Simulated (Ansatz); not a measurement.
## Finding the fault: random rock-salt alloy of NbC and TiC (64 atoms)

Program: Ansatz 0.2.0. The cell: 28 Ti, 32 C and 4 Nb.

input.yaml reads:

```yaml
crystal:
  lattice:
    - [8.6916, 0.0, 0.0]
    - [0.0, 8.6916, 0.0]
    - [0.0, 0.0, 8.6916]
  atoms:
    - { symbol: Ti, position: [0.00813, 0.00753, 0.99961] }
    - { symbol: C, position: [0.24732, 0.00478, 0.99408] }
    - { symbol: Ti, position: [0.99649, 0.25961, 0.25325] }
    - { symbol: C, position: [0.24605, 0.24949, 0.25792] }
    - { symbol: Ti, position: [0.24999, 0.00392, 0.2457] }
    - { symbol: C, position: [0.01628, 0.99515, 0.26088] }
    - { symbol: Ti, position: [0.25597, 0.24345, 0.0024] }
    - { symbol: C, position: [0.01286, 0.24108, 0.01072] }
    - { symbol: Ti, position: [0.99609, 0.99408, 0.50455] }
    - { symbol: C, position: [0.24932, 0.98459, 0.49794] }
    - { symbol: Ti, position: [0.00961, 0.25191, 0.75662] }
    - { symbol: C, position: [0.25752, 0.24732, 0.75187] }
    - { symbol: Ti, position: [0.26214, 0.99655, 0.75028] }
    - { symbol: C, position: [0.99535, 0.00728, 0.75254] }
    - { symbol: Nb, position: [0.24062, 0.24603, 0.50093] }
    - { symbol: C, position: [0.99519, 0.23303, 0.50612] }
    - { symbol: Ti, position: [0.99316, 0.4937, 0.00169] }
    - { symbol: C, position: [0.25471, 0.49861, 0.99742] }
    [... 40 atom lines left out ...]
    - { symbol: Ti, position: [0.50504, 0.75129, 0.75138] }
    - { symbol: C, position: [0.74964, 0.74921, 0.72943] }
    - { symbol: Ti, position: [0.75342, 0.49768, 0.75182] }
    - { symbol: C, position: [0.49675, 0.50766, 0.75597] }
    - { symbol: Ti, position: [0.74542, 0.73807, 0.49355] }
    - { symbol: C, position: [0.49614, 0.748, 0.4958] }
kpoints:
  mp_grid: { grid: [2, 2, 2] }
hamiltonian:
  xc: pbe
scf:
  occupations: { method: fermi_dirac, width: 0.025 }
  mixing: { algorithm: anderson, beta: 1.5, ndim: 1, preconditioner: none }
  max_iter: 50
output:
  forces: true
```

The run is started by

```sh
> ansatz run input.yaml --threads 8 --pin off --max-ram 15872MiB --backend cpu --events-out ev --progress --plain --runs-dir out
```

What it wrote:

```text
Error: invalid value for `scf.mixing.beta`: must be finite and in (0, 1]; got 1.5
```

Wall time 0.03 s (8 threads of Arm Neoverse V2, shared host); peak memory 0.029 GiB.

Q: Name the fault and the fix.

Mixing far too strong: scf.mixing.

The fix is to take out scf.mixing.

The program refused it before any cycle.

[Logs are printed without paths, hosts, clocks, repeated set-up lines and the standing remarks that a program may print on its own settings, such as how far it seeks lower states.]

[Hosts, paths, dates, database ids (printed as entryN), source tags and the programs' standing remarks are cut or masked in the printed files.]
